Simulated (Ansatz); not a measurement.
## Rh (001), fcc: a film clamped to its substrate

A thin film takes the in-plane lattice of its substrate and is free along the normal. How do the free axis and the stress follow the misfit? The strained cell has c along the film normal; unstrained it is a = 2.6729 Å, b = 2.6729 Å, c = 3.7801 Å, α = 90.00°, β = 90.00°, γ = 90.00°, with 2 atoms.

Calculated with Ansatz 0.2.0, PBEsol, PAW files of the set soft_1, cutoff 600 eV, Fermi–Dirac smearing 0.05 eV, k-mesh 16×16×12, no spin polarisation, no spin-orbit coupling.

Relaxed positions at 0 %:

```csv
atom,x,y,z
Rh,0.0000,0.0000,0.0000
Rh,0.5000,0.5000,0.5000
```

| ε∥ (%) | a (Å) | c (Å) | ε⊥ (%) | σ (GPa, tension positive) |
| --- | --- | --- | --- | --- |
| −3 | 2.5927 | 3.8841 | 2.752 | −17.26 |
| −2 | 2.6195 | 3.8480 | 1.797 | −11.01 |
| 0 | 2.6729 | 3.7795 | −0.015 | −0.07 |
| 1 | 2.6997 | 3.7464 | −0.890 | 4.64 |
| 2 | 2.7264 | 3.7137 | −1.756 | 8.86 |
| 3 | 2.7531 | 3.6808 | −2.626 | 12.57 |

**Question.** Fit both responses and give the free strain and the stress at −1 %, a row left out above.

Least squares with y = y0 + y1 ε + y2 ε² (ε in %) gives ε⊥ = −0.011 + (−0.8936) ε + (0.0082) ε² and σ = −0.07 + (4.970) ε + (−0.253) ε² GPa. The linear terms put the ratio of free to applied strain at −0.894 and the biaxial modulus at 497 GPa.

At −1 % the free strain comes out as 0.891 %. The run itself gives 0.880 %, so the estimate misses by 0.011 %; the fitted rows themselves lie up to 0.012 % off the law.

The stress comes out as −5.29 GPa. The run itself gives −5.27 GPa, so the estimate misses by 0.02 GPa; the fitted rows themselves lie up to 0.01 GPa off the law.

For a cubic crystal strained in (001), ε⊥/ε∥ = −R with R = 2C12/C11, the modulus is C11 + C12 − 2C12²/C11 = C11(1 + R/2 − R²/2), so C11 = 474 GPa and C12 = 212 GPa.

The negative ε² term means that the crystal stiffens in compression and softens in tension.

[Logs are printed without paths, hosts, clocks, repeated set-up lines and the standing remarks that a program may print on its own settings, such as how far it seeks lower states.]
